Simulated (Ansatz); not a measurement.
## SrO (Fm-3m): phonons and vibrational spectra

Task: relax SrO (Fm-3m), then find its harmonic phonons.

Main program and level: Ansatz 0.2.0; DFT LDA, scalar-relativistic, plane waves, PAW.

The database entry behind the starting cell differs from later determinations by our own check (about 0.5 % short), so it need not match the best structure at ambient conditions.

## (1) Starting point

It takes space group Fm-3m (No. 225, cubic). Conventional cell: a = 5.133 Å, b = 5.133 Å, c = 5.133 Å, α = 90.00°, β = 90.00°, γ = 90.00°. Nearest to Sr lie 6 O at 2.57 Å. O has 6 Sr at 2.57 Å nearest. Farther neighbours and most contacts between anions are not listed.

Coordinates:

```cif
data_structure
_symmetry_space_group_name_H-M 'P 1'
_symmetry_Int_Tables_number 1
_cell_length_a 3.6293
_cell_length_b 3.6293
_cell_length_c 3.6293
_cell_angle_alpha 60.000
_cell_angle_beta 60.000
_cell_angle_gamma 60.000
_cell_volume 33.80
loop_
_atom_site_label
_atom_site_type_symbol
_atom_site_fract_x
_atom_site_fract_y
_atom_site_fract_z
_atom_site_occupancy
Sr1 Sr 0.50000 0.50000 0.50000 1
O2 O 0.00000 0.00000 0.00000 1
```

## (2) Bringing the structure to rest

The cell and atoms are relaxed, since residual forces and stress would shift the frequencies.

input.yaml reads:

```yaml
crystal:
  lattice:
    - [0.0, 2.5663, 2.5663]
    - [2.5663, 0.0, 2.5663]
    - [2.5663, 2.5663, 0.0]
  atoms:
    - { symbol: Sr, position: [0.5, 0.5, 0.5] }
    - { symbol: O, position: [0.0, 0.0, 0.0] }
kpoints:
  mp_grid: { grid: [8, 8, 8] }
hamiltonian:
  xc: lda
scf:
  occupations: { method: gaussian, width: 0.02 }
output:
  forces: true
  stress: true
  eigenvalues: true
  write_density: true
  write_potential: true
  elf: true
  volumetric_format: npy
relax:
  adjacent_minimum: "off"
  f_tol: 0.005
  max_steps: 80
  cell: { stress_tol: 0.05 }
```

On the command line:

```sh
> ansatz run input.yaml --threads 4 --pin off --max-ram 7168MiB --backend cpu --events-out ev --progress --plain --runs-dir out
```

Numbers of over 12 decimals in the logs are rounded to 6 here.

Output:

```text
Engine: ansatz 0.2.0, aarch64-unknown-linux-gnu
Pseudopotentials: kind: paw
Pseudopotential: Sr, paw, valence charge 10, recommended cutoff 420 eV (normal), Sr.paw.azcp
Pseudopotential: O, paw, valence charge 6, recommended cutoff 420 eV (normal), O.paw.azcp
Functional definition: SPW92
  exchange = slater_x
  correlation = pw_c
Crystal: 2 atoms, lattice volume = 33.803 Å³
Basis set: ecut = 420 eV, 645 PW (Γ)
Bands: 12, of which v1, the nominal top of the filled ones, is band 8 counted from 1 (7 counted from 0)
Symmetry: 48 space group operations
Space group: Fm-3m (ITA 225), of the structure as read, at distance tolerance 3.2e-5 Å
k-points: 29 of 512
Non-local potential: Sr, projectors of the file, l = 0: 3, l = 1: 2, l = 2: 2
Non-local potential: O, projectors of the file, l = 0: 2, l = 1: 2, l = 2: 1
PAW form: soft (Blöchl's): semilocal exchange-correlation on the pseudo side does not see the compensation charge
PAW frozen core: Sr, regenerated for the run's functional, and the local potential with it (the file was generated under x = pbe(κ = 0.804, μ = 0.219515), c = pbe(β = 0.066725))
PAW frozen core: O, regenerated for the run's functional, and the local potential with it (the file was generated under x = pbe(κ = 0.804, μ = 0.219515), c = pbe(β = 0.066725))
PAW one-centre angular grid: Sr, 110 points (default); XC on 64 Gauss nodes
PAW one-centre angular grid: O, 110 points (default); XC on 64 Gauss nodes
Initial density: superposition of atomic densities (neutral atoms: chi_scale 0, normalization atom), corrected by the library's trained network
Initial wavefunctions: pseudopotential atomic-orbital guess
Functional: x = slater, c = lda
SCF iter   1: F=—  HF=-4002.832240 eV  |F-HF|=—  |Δ(HF+E_count)|=         —  Δρ=1.63e-2  dr2=9.16e-2  ethr=1.77e-3  ⟨swp⟩=8.8  Hψ=2766  notcnv=0
preconditioner: auto → none  [insulator: Δε(μ)=2.871 eV  Ē_g=15.921 eV  σ=0.020 eV  W_gap=1.00  n_scr=8 (ndim 8)  ℏωp=23.9 eV  f_vac=0.000  D(μ)=0.00/eV (n_scr^D=0)  ε∞_Penn≈3.3]
SCF iter   2: F=—  HF=-4002.813203 eV  |F-HF|=—  |Δ(HF+E_count)|=   1.90e-2  Δρ=3.36e-3  dr2=3.65e-3  ethr=5.73e-4  ⟨swp⟩=2.0  Hψ=670  notcnv=0
SCF iter   3: F=—  HF=-4002.812552 eV  |F-HF|=—  |Δ(HF+E_count)|=   6.51e-4  Δρ=9.45e-4  dr2=1.49e-4  ethr=2.28e-5  ⟨swp⟩=2.0  Hψ=426  notcnv=0
SCF iter   4: F=—  HF=-4002.812511 eV  |F-HF|=—  |Δ(HF+E_count)|=   4.06e-5  Δρ=5.38e-5  dr2=6.39e-7  ethr=9.32e-7  ⟨swp⟩=2.4  Hψ=523  notcnv=0
SCF iter   5: F=—  HF=-4002.812519 eV  |F-HF|=—  |Δ(HF+E_count)|=   7.85e-6  Δρ=1.53e-5  dr2=2.87e-8  ethr=3.99e-9  ⟨swp⟩=2.1  Hψ=588  notcnv=0
SCF iter   6: F=-4002.812519 eV  HF=-4002.812519 eV  |F-HF|=2.13e-10  |Δ(HF+E_count)|=   2.07e-9  Δρ=1.57e-6  dr2=5.46e-10  ethr=1.79e-10  ⟨swp⟩=6.7  Hψ=2160  notcnv=0
SCF 1 converged in 6 iterations: F = -4002.812519 eV  dr2 = 5.46e-10
  greatest PAW one-centre occupation: 0.987 electrons in one spin orbital (limit 2), on the Sr atom at site 0 (counted from 0), in its partial waves of l = 0
relax step   1: F+E_penalty+E_count = -4002.81251889 eV  Δ(F+E_penalty+E_count) = +0.000e0 eV  max|allowed force component| = 6.147e-30 eV/Å  Δτ_max = 0.0000 Å  P = -3.830 GPa  Ω = 33.803 Å³  (6 SCF iters, dr2 threshold 1.00e-7 eV, accepted)
Crystal: 2 atoms, lattice volume = 31.193 Å³
Basis set: ecut = 420 eV, 609 PW (Γ)
Initial density: handed on by an earlier stage of this run
Initial wavefunctions: those handed on with the density
iter 1 solved again at ethr=1.91e-5 eV; its pass at ethr=3.10e-3 eV (dr2=3.05e-3 eV) is discarded
SCF iter   1: F=—  HF=-4002.817790 eV  |F-HF|=—  |Δ(HF+E_count)|=         —  Δρ=3.96e-3  dr2=3.40e-3  ethr=1.91e-5  ⟨swp⟩=2.6  Hψ=3008  notcnv=0
preconditioner: auto → none  [insulator: Δε(μ)=3.112 eV  Ē_g=16.376 eV  σ=0.020 eV  W_gap=1.00  n_scr=8 (ndim 8)  ℏωp=24.9 eV  f_vac=0.000  D(μ)=0.00/eV (n_scr^D=0)  ε∞_Penn≈3.3]
SCF iter   2: F=—  HF=-4002.817246 eV  |F-HF|=—  |Δ(HF+E_count)|=   5.43e-4  Δρ=1.24e-3  dr2=3.53e-4  ethr=1.91e-5  ⟨swp⟩=2.2  Hψ=561  notcnv=0
SCF iter   3: F=—  HF=-4002.817278 eV  |F-HF|=—  |Δ(HF+E_count)|=   3.17e-5  Δρ=2.72e-4  dr2=1.86e-5  ethr=2.21e-6  ⟨swp⟩=1.9  Hψ=473  notcnv=0
SCF iter   4: F=—  HF=-4002.817285 eV  |F-HF|=—  |Δ(HF+E_count)|=   6.73e-6  Δρ=2.81e-5  dr2=1.12e-7  ethr=1.16e-7  ⟨swp⟩=2.1  Hψ=449  notcnv=0
iter 5 did not close the SCF: its close was put off for the readings that it lacked (scf_convergence_deferred on its scf_iter line)
SCF iter   5: F=-4002.817285 eV  HF=-4002.817285 eV  |F-HF|=1.90e-9  |Δ(HF+E_count)|=   4.39e-9  Δρ=4.75e-6  dr2=4.10e-9  ethr=6.97e-10  ⟨swp⟩=2.0  Hψ=580  notcnv=0
SCF iter   6: F=-4002.817285 eV  HF=-4002.817285 eV  |F-HF|=5.91e-12  |Δ(HF+E_count)|=  3.86e-10  Δρ=7.34e-7  dr2=5.87e-11  ethr=2.56e-11  ⟨swp⟩=6.3  Hψ=1973  notcnv=0
SCF 2 converged in 6 iterations: F = -4002.817285 eV  dr2 = 5.87e-11
relax step   2: F+E_penalty+E_count = -4002.81728473 eV  Δ(F+E_penalty+E_count) = -4.766e-3 eV  max|allowed force component| = 5.160e-30 eV/Å  Δτ_max = 0.0000 Å  P = +4.905 GPa  Ω = 31.193 Å³  energy of the carried Pulay correction = +8.614e-3 eV  (6 SCF iters, dr2 threshold 2.00e-7 eV, rejected (line search))
Crystal: 2 atoms, lattice volume = 32.607 Å³
iter 1 solved again at ethr=9.62e-6 eV; its pass at ethr=3.10e-3 eV (dr2=1.54e-3 eV) is discarded
SCF iter   1: F=—  HF=-4002.832306 eV  |F-HF|=—  |Δ(HF+E_count)|=         —  Δρ=2.41e-3  dr2=1.38e-3  ethr=9.62e-6  ⟨swp⟩=1.9  Hψ=2763  notcnv=0
preconditioner: auto → none  [insulator: Δε(μ)=3.108 eV  Ē_g=16.162 eV  σ=0.020 eV  W_gap=1.00  n_scr=8 (ndim 8)  ℏωp=24.3 eV  f_vac=0.000  D(μ)=0.00/eV (n_scr^D=0)  ε∞_Penn≈3.3]
SCF iter   2: F=—  HF=-4002.832093 eV  |F-HF|=—  |Δ(HF+E_count)|=   2.13e-4  Δρ=7.00e-4  dr2=1.28e-4  ethr=8.64e-6  ⟨swp⟩=2.0  Hψ=446  notcnv=0
SCF iter   3: F=—  HF=-4002.832108 eV  |F-HF|=—  |Δ(HF+E_count)|=   1.46e-5  Δρ=1.57e-4  dr2=6.72e-6  ethr=7.99e-7  ⟨swp⟩=2.1  Hψ=554  notcnv=0
SCF iter   4: F=—  HF=-4002.832109 eV  |F-HF|=—  |Δ(HF+E_count)|=   9.33e-7  Δρ=1.88e-5  dr2=6.83e-8  ethr=4.20e-8  ⟨swp⟩=2.4  Hψ=507  notcnv=0
SCF iter   5: F=—  HF=-4002.832110 eV  |F-HF|=—  |Δ(HF+E_count)|=   1.48e-6  Δρ=3.53e-6  dr2=2.24e-9  ethr=4.27e-10  ⟨swp⟩=2.3  Hψ=571  notcnv=0
SCF iter   6: F=—  HF=-4002.832110 eV  |F-HF|=—  |Δ(HF+E_count)|=  1.90e-10  Δρ=4.83e-7  dr2=4.17e-11  ethr=1.40e-11  ⟨swp⟩=2.6  Hψ=548  notcnv=0
SCF iter   7: F=-4002.832110 eV  HF=-4002.832110 eV  |F-HF|=0.00e0  |Δ(HF+E_count)|=  2.73e-12  Δρ=3.31e-8  dr2=9.54e-14  ethr=1.00e-12  ⟨swp⟩=6.4  Hψ=1508  notcnv=0
SCF 3 converged in 7 iterations: F = -4002.832110 eV  dr2 = 9.54e-14
relax step   3: F+E_penalty+E_count = -4002.83211007 eV  Δ(F+E_penalty+E_count) = -1.959e-2 eV  max|allowed force component| = 4.996e-30 eV/Å  Δτ_max = 0.0000 Å  P = -0.272 GPa  Ω = 32.607 Å³  energy of the carried Pulay correction = +3.864e-3 eV  (7 SCF iters, accepted)
[...]
relax step   4: F+E_penalty+E_count = -4002.83244585 eV  Δ(F+E_penalty+E_count) = -3.358e-4 eV  max|allowed force component| = 1.870e-29 eV/Å  Δτ_max = 0.0000 Å  P = -0.007 GPa  Ω = 32.526 Å³  energy of the carried Pulay correction = +4.130e-3 eV  (6 SCF iters, dr2 threshold 1.84e-7 eV, accepted)
[...]
relax step   5: F+E_penalty+E_count = -4002.82899039 eV  Δ(F+E_penalty+E_count) = +3.455e-3 eV  max|allowed force component| = 1.617e-29 eV/Å  Δτ_max = 0.0000 Å  P = -0.178 GPa  Ω = 32.526 Å³  stress off target by 1.78e-1 GPa  SCF on the basis re-selected at this cell (its energy is not comparable with the rows above)  (6 SCF iters)
[...]
relax step   6: F+E_penalty+E_count = -4002.82919421 eV  Δ(F+E_penalty+E_count) = -2.038e-4 eV  max|allowed force component| = 4.470e-30 eV/Å  Δτ_max = 0.0000 Å  P = -0.005 GPa  Ω = 32.473 Å³  energy of the carried Pulay correction = +1.735e-4 eV  (6 SCF iters, accepted)
iter 1 solved again at ethr=1.02e-6 eV; its pass at ethr=3.10e-3 eV (dr2=1.64e-4 eV) is discarded
SCF iter   1: F=—  HF=-4002.828928 eV  |F-HF|=—  |Δ(HF+E_count)|=         —  Δρ=2.19e-5  dr2=2.90e-8  ethr=1.02e-6  ⟨swp⟩=3.2  Hψ=3730  notcnv=0
eigensolver tolerance schedule: the retry pair's looser diagonalisation over-reported the residual by 5654.85 of it (diagonalisation noise at an unbounded share of the residual, at the tolerance the schedule requests for it); recorded, not acted on — ethr = c·dr2/N_el stays at c = 1.0e-1
SCF iter   2: F=—  HF=-4002.828923 eV  |F-HF|=—  |Δ(HF+E_count)|=   5.48e-6  Δρ=9.12e-6  dr2=5.01e-9  ethr=1.81e-10  ⟨swp⟩=2.9  Hψ=772  notcnv=0
SCF iter   3: F=—  HF=-4002.828923 eV  |F-HF|=—  |Δ(HF+E_count)|=  8.34e-10  Δρ=3.62e-6  dr2=5.36e-10  ethr=3.13e-11  ⟨swp⟩=1.1  Hψ=353  notcnv=0
iter 4 did not close the SCF: its close was put off for the readings that it lacked (scf_convergence_deferred on its scf_iter line)
SCF iter   4: F=-4002.828923 eV  HF=-4002.828923 eV  |F-HF|=2.73e-12  |Δ(HF+E_count)|=  2.81e-10  Δρ=1.75e-7  dr2=5.14e-12  ethr=3.35e-12  ⟨swp⟩=2.0  Hψ=432  notcnv=0
iter 5 did not close the SCF: its close was put off for the readings that it lacked (scf_convergence_deferred on its scf_iter line)
SCF iter   5: F=-4002.828923 eV  HF=-4002.828923 eV  |F-HF|=9.09e-13  |Δ(HF+E_count)|=  9.09e-13  Δρ=4.45e-8  dr2=6.00e-13  ethr=1.00e-12  ⟨swp⟩=1.0  Hψ=348  notcnv=0
iter 6 did not close the SCF: its close was put off for the readings that it lacked (scf_convergence_deferred on its scf_iter line)
SCF iter   6: F=-4002.828923 eV  HF=-4002.828923 eV  |F-HF|=1.36e-12  |Δ(HF+E_count)|=  9.09e-13  Δρ=1.01e-8  dr2=2.07e-14  ethr=1.00e-12  ⟨swp⟩=1.0  Hψ=348  notcnv=0
iter 7 did not close the SCF: its close was put off for the readings that it lacked (scf_convergence_deferred on its scf_iter line)
SCF iter   7: F=-4002.828923 eV  HF=-4002.828923 eV  |F-HF|=0.00e0  |Δ(HF+E_count)|=  1.82e-12  Δρ=3.66e-9  dr2=3.13e-15  ethr=1.00e-12  ⟨swp⟩=1.0  Hψ=348  notcnv=0
SCF iter   8: F=-4002.828923 eV  HF=-4002.828923 eV  |F-HF|=9.09e-13  |Δ(HF+E_count)|=  9.09e-13  Δρ=4.49e-10  dr2=7.65e-17  ethr=1.00e-12  ⟨swp⟩=3.1  Hψ=1161  notcnv=0
SCF 7 converged in 8 iterations: F = -4002.828923 eV  dr2 = 7.65e-17
relax step   7: F+E_penalty+E_count = -4002.82892287 eV  Δ(F+E_penalty+E_count) = +2.713e-4 eV  max|allowed force component| = 3.599e-30 eV/Å  Δτ_max = 0.0000 Å  P = -0.010 GPa  Ω = 32.473 Å³  stress off target by 1.03e-2 GPa  SCF on the basis re-selected at this cell (its energy is not comparable with the rows above)  (8 SCF iters)
basis re-selected at this cell: Δ(F+E_penalty+E_count) = +2.713e-4 eV, ΔP = -0.005 GPa vs the last step (what re-selecting the basis moved, of the pressure what is left beyond the Pulay correction that the steps carried, after the strain that the cell walked since its last selection, with what the two solves' SCF thresholds leave and, on support functions, any second-order correction that the steps lacked; it is no m [...]
SCF converged after 8 iterations
Free energy (F): -4002.828923 eV
Harris-Foulkes:  -4002.828923 eV  (|F-HF|=9.09e-13)
Internal energy: -4002.828923 eV  (E = F + TS)
E sigma→0 (E₀):  -4002.828923 eV
Fermi energy:    9.594440 eV
--- Per-component energies (eV) ---
  E_band       = -53.268506
  E_kinetic    = 423.140170
  E_local      = -845.114105  (includes V_loc(G=0)·N_el)
  E_nonlocal   = 256.347055
  E_hartree    = 225.154730
  E_xc         = -246.437358
  E_vxc        = -258.105631  (∫ρ·V_xc dr)
  E_paw        = -2743.945495  (= ΣΔE_a)
  E_vpaw       = -79.847947  (= ΣTr[D̂ρ^β])
  E_aug_tail   = 0.002493  (compensation charges beyond the density's cutoff)
  E_ewald      = -1072.367470
  E_core_change = 0.391057  (= ΣΔE_core)
  E_smearing   = -0.000000  (= −TS)
  E_closure    = -0.000000  (closes the sum)
  Σ components = -4002.828923   (vs F -4002.828923, Δ=0.00e0)
--- Forces (eV/Å), atoms counted from 1 ---
  atom   1  Sr     0.00000000     0.00000000    -0.00000000
  atom   2  O     -0.00000000    -0.00000000    -0.00000000
  max |Σ_I F_I| component: 6.48e-30 eV/Å
--- Stress (GPa, compression-positive) ---
       -0.010298      -0.000000       0.000000
       -0.000000      -0.010298      -0.000000
        0.000000      -0.000000      -0.010298
  P = ⅓ Tr σ = -0.0103 GPa (-0.103 kbar)
--- Band table (eV; the first three rows and the last of 29) ---
  k-point 0: bands = [... 4 lower, -5.5127, 8.0330, 8.0330, 8.0330, 12.1756, 14.2976, 14.2976, 14.2976]
  k-point 1: bands = [... 4 lower, -5.1716, 7.5528, 7.8194, 7.8194, 12.9008, 14.1197, 14.6208, 14.6208]
  k-point 2: bands = [... 4 lower, -4.6774, 6.6773, 7.3621, 7.3621, 14.0658, 14.4634, 15.5049, 15.5049]
  k-point 28: bands = [... 4 lower, -4.8874, 6.8319, 7.6664, 7.6664, 14.0791, 14.0791, 17.0504, 19.6506]
--- Relaxed structure (5 steps of the walk, 4 accepted, 2 SCFs on fresh bases) ---
  F+E_penalty+E_count = -4002.82892287 eV   max|allowed force component| = 3.599e-30 eV/Å   (the final SCF, on the basis selected at the relaxed cell)
  cell:  # Å, volume = 32.4730 Å³
    - [0, 2.532197, 2.532197]
    - [2.532197, 0, 2.532197]
    - [2.532197, 2.532197, 0]
  atoms:
    - { symbol: Sr, position: [0.5, 0.5, 0.5] }
    - { symbol: O, position: [0, 0, 0] }
```

Wall time 4 s (4 threads of Arm Neoverse N1, shared host); peak memory 0.28 GiB; 12 s of CPU time.

Relaxation path:

| step | energy less that of the first step (eV) | largest force component (eV/Å) | pressure (GPa) | volume (Å³) |
| --- | --- | --- | --- | --- |
| 1 | 0.0000 | 0.0000 | -3.83 | 33.80 |
| 2 | -0.0048 | 0.0000 | 4.90 | 31.19 |
| 3 | -0.0196 | 0.0000 | -0.27 | 32.61 |
| 4 | -0.0199 | 0.0000 | -0.01 | 32.53 |
| 5* | -0.0165 | 0.0000 | -0.18 | 32.53 |
| 6 | -0.0167 | 0.0000 | 0.00 | 32.47 |
| 7* | -0.0164 | 0.0000 | -0.01 | 32.47 |

Relaxation steps marked * repeat the geometry before them on a plane-wave basis chosen anew for their cell, so energy and pressure can jump there. Relaxation step 2 was tried and not accepted.

The run keeps the 48 symmetry operations that it works with, so distortions that break them were not tested.

| conventional cell, symmetrised | before | after | change |
| --- | --- | --- | --- |
| a (Å) | 5.133 | 5.064 | -1.3 % |
| b (Å) | 5.133 | 5.064 | -1.3 % |
| c (Å) | 5.133 | 5.064 | -1.3 % |
| volume (Å³/atom) | 16.90 | 16.24 | -3.9 % |

Final coordinates:

```cif
data_structure
_symmetry_space_group_name_H-M 'P 1'
_symmetry_Int_Tables_number 1
_cell_length_a 3.5811
_cell_length_b 3.5811
_cell_length_c 3.5811
_cell_angle_alpha 60.000
_cell_angle_beta 60.000
_cell_angle_gamma 60.000
_cell_volume 32.47
loop_
_atom_site_label
_atom_site_type_symbol
_atom_site_fract_x
_atom_site_fract_y
_atom_site_fract_z
_atom_site_occupancy
Sr1 Sr 0.50000 0.50000 0.50000 1
O2 O 0.00000 0.00000 0.00000 1
```

This step gave:

- pressure: -0.01030 GPa
- gap on the k-mesh: 3.123 eV
- volume per atom: 16.24 Å³
- direct gap on mesh: 3.162 eV

ELF in the ac plane of the conventional cell at fractional y = 0.000, with atoms of Sr and O within 0.2 Å of it. It is the smooth field of the valence electrons, not physical close to the nuclei.

Values, 14 rows by 14 columns, each cell a mean:
```
0.62 0.79 0.64 0.21 0.50 0.81 0.53 0.40 0.76 0.72 0.23 0.41 0.78 0.69
0.79 0.75 0.52 0.15 0.32 0.73 0.81 0.81 0.81 0.54 0.14 0.33 0.69 0.78
0.43 0.38 0.24 0.08 0.10 0.32 0.50 0.53 0.41 0.17 0.06 0.16 0.33 0.41
0.26 0.19 0.09 0.04 0.08 0.15 0.21 0.22 0.18 0.12 0.05 0.06 0.14 0.23
0.75 0.65 0.35 0.09 0.24 0.52 0.64 0.66 0.60 0.40 0.12 0.17 0.54 0.72
0.67 0.80 0.65 0.19 0.38 0.75 0.79 0.75 0.79 0.60 0.18 0.41 0.81 0.76
0.18 0.67 0.75 0.26 0.43 0.79 0.62 0.45 0.75 0.66 0.22 0.53 0.81 0.40
0.40 0.76 0.72 0.23 0.41 0.78 0.69 0.62 0.79 0.64 0.21 0.50 0.81 0.53
0.81 0.81 0.54 0.14 0.33 0.69 0.78 0.79 0.75 0.52 0.15 0.32 0.73 0.81
0.53 0.41 0.17 0.06 0.16 0.33 0.41 0.43 0.38 0.24 0.08 0.10 0.32 0.50
0.22 0.18 0.12 0.05 0.06 0.14 0.23 0.26 0.19 0.09 0.04 0.08 0.15 0.21
0.66 0.60 0.40 0.12 0.17 0.54 0.72 0.75 0.65 0.35 0.09 0.24 0.52 0.64
0.75 0.79 0.60 0.18 0.41 0.81 0.76 0.67 0.80 0.65 0.19 0.38 0.75 0.79
0.45 0.75 0.66 0.22 0.53 0.81 0.40 0.18 0.67 0.75 0.26 0.43 0.79 0.62
```
Columns run along a (5.1 Å), rows up along c (5.1 Å), edges of the conventional cell, whose origin can differ from the input's. Atoms in or near the plane, at fractional coordinates: Sr at (0.50, 0.00), Sr at (0.00, 0.50), O at (0.00, 0.00), O at (0.50, 0.50).

Valence density in the ac plane of the conventional cell at fractional y = 0.000, with atoms of Sr and O within 0.2 Å of it. It is the smooth field of the valence electrons, not physical close to the nuclei.

Ten even steps from '0' (0.1 e/Å³) to '9' (6.8 e/Å³), each cell a mean:
```
83000233310026
21000123200002
00000000000000
00000000000000
11000001000001
32100134200023
23100289410033
33100268300023
32000022100012
00000000000000
00000000000000
10000011100000
42000233210013
94100332310028
```
Columns run along a (5.1 Å), rows up along c (5.1 Å), edges of the conventional cell, whose origin can differ from the input's. Atoms in or near the plane, at fractional coordinates: Sr at (0.50, 0.00), Sr at (0.00, 0.50), O at (0.00, 0.00), O at (0.50, 0.50).

Electrostatic potential energy in the ac plane of the conventional cell at fractional y = 0.000, with atoms of Sr and O within 0.2 Å of it. With pseudopotentials it is smooth inside the atoms' cores, unlike the true potential.

Ten even steps from '_' (-123 eV) to '@' (12 eV), each cell a mean:
```
**##@@@@@@++____--##@@@@%%**
%%@@@@@@@@%%++++##@@@@@@@@%%
@@@@@@@@@@@@@@%%@@@@@@@@@@@@
@@@@@@@@@@@@@@@@@@@@@@@@@@@@
##%%@@@@@@@@@@@@@@@@@@@@@@##
::++%%@@@@@@####%%@@@@@@##--
__::##@@@@%%**++##@@@@%%++__
__--##@@@@%%****##@@@@@@++__
++##@@@@@@@@%%%%@@@@@@@@%%++
%%@@@@@@@@@@@@@@@@@@@@@@@@@@
@@@@@@@@@@@@@@@@@@@@@@@@@@@@
@@@@@@@@@@@@####%%@@@@@@@@@@
##%%@@@@@@##--::++%%@@@@@@##
++##@@@@%%++____::##@@@@%%**
```
Columns run along a (5.1 Å; values clipped at the 3rd and 97th percentile), rows up along c (5.1 Å), edges of the conventional cell, whose origin can differ from the input's. Atoms in or near the plane, at fractional coordinates: Sr at (0.50, 0.00), Sr at (0.00, 0.50), O at (0.00, 0.00), O at (0.50, 0.50).

In this step the volume went from 16.90 to 16.24 Å³/atom.

## (3) Tight relaxation

Phonons need a cell at rest on their own settings, so the relaxation is repeated with tight tolerances on forces and stress, using the mesh and the filling of the phonon run that follows.

input.yaml reads:

```yaml
crystal:
  lattice:
    - [0.0, 2.5321974968, 2.5321974968]
    - [2.5321974968, 0.0, 2.5321974968]
    - [2.5321974968, 2.5321974968, 0.0]
  atoms:
    - { symbol: Sr, position: [0.5, 0.5, 0.5] }
    - { symbol: O, position: [0.0, 0.0, 0.0] }
kpoints:
  mp_grid: { grid: [8, 8, 8] }
hamiltonian:
  xc: lda
scf:
  occupations: { method: fixed }
output:
  forces: true
  stress: true
  eigenvalues: true
relax:
  adjacent_minimum: "off"
  f_tol: 0.001
  max_steps: 60
  cell: { stress_tol: 0.01 }
```

Output:

```text
[...]
Crystal: 2 atoms, lattice volume = 32.473 Å³
Basis set: ecut = 420 eV, 609 PW (Γ)
Bands: 12, of which v1, the nominal top of the filled ones, is band 8 counted from 1 (7 counted from 0)
Symmetry: 48 space group operations
[...]
k-points: 29 of 512
[...]
k-point 28: bands = [... 4 lower, -4.8859, 6.8329, 7.6677, 7.6677, 14.0805, 14.0805, 17.0523, 19.6526]
--- Relaxed structure (3 steps of the walk, 3 accepted, 1 SCFs on fresh bases) ---
[...]
cell:  # Å, volume = 32.4699 Å³
    - [0, 2.532115, 2.532115]
    - [2.532115, 0, 2.532115]
    - [2.532115, 2.532115, 0]
  atoms:
    - { symbol: Sr, position: [0.5, 0.5, 0.5] }
    - { symbol: O, position: [0, 0, 0] }
[key lines of the parts left out:]
SCF converged after 5 iterations
Free energy (F): -4002.828933 eV
Fermi energy:    8.034095 eV
P = ⅓ Tr σ = -0.0001 GPa (-0.001 kbar)
```

Run time: 3 s. Hardware: 4 threads; peak memory 0.27 GiB.

Little changed from the start: no atom moved by 0.005 Å and no cell edge by 0.1 %.

Numbers from this step:

- pressure: -6.85e-5 GPa
- volume per atom: 16.23 Å³

The forces vanish by symmetry and the pressure is 0.000 GPa, within the tolerances set. The cell now holds 16.23 Å³/atom.

[end of part 1 of 3]

[Logs are printed without paths, hosts, clocks, repeated set-up lines and the standing remarks that a program may print on its own settings, such as how far it seeks lower states.]

[Hosts, paths, dates, database ids (printed as entryN), source tags and the programs' standing remarks are cut or masked in the printed files.]
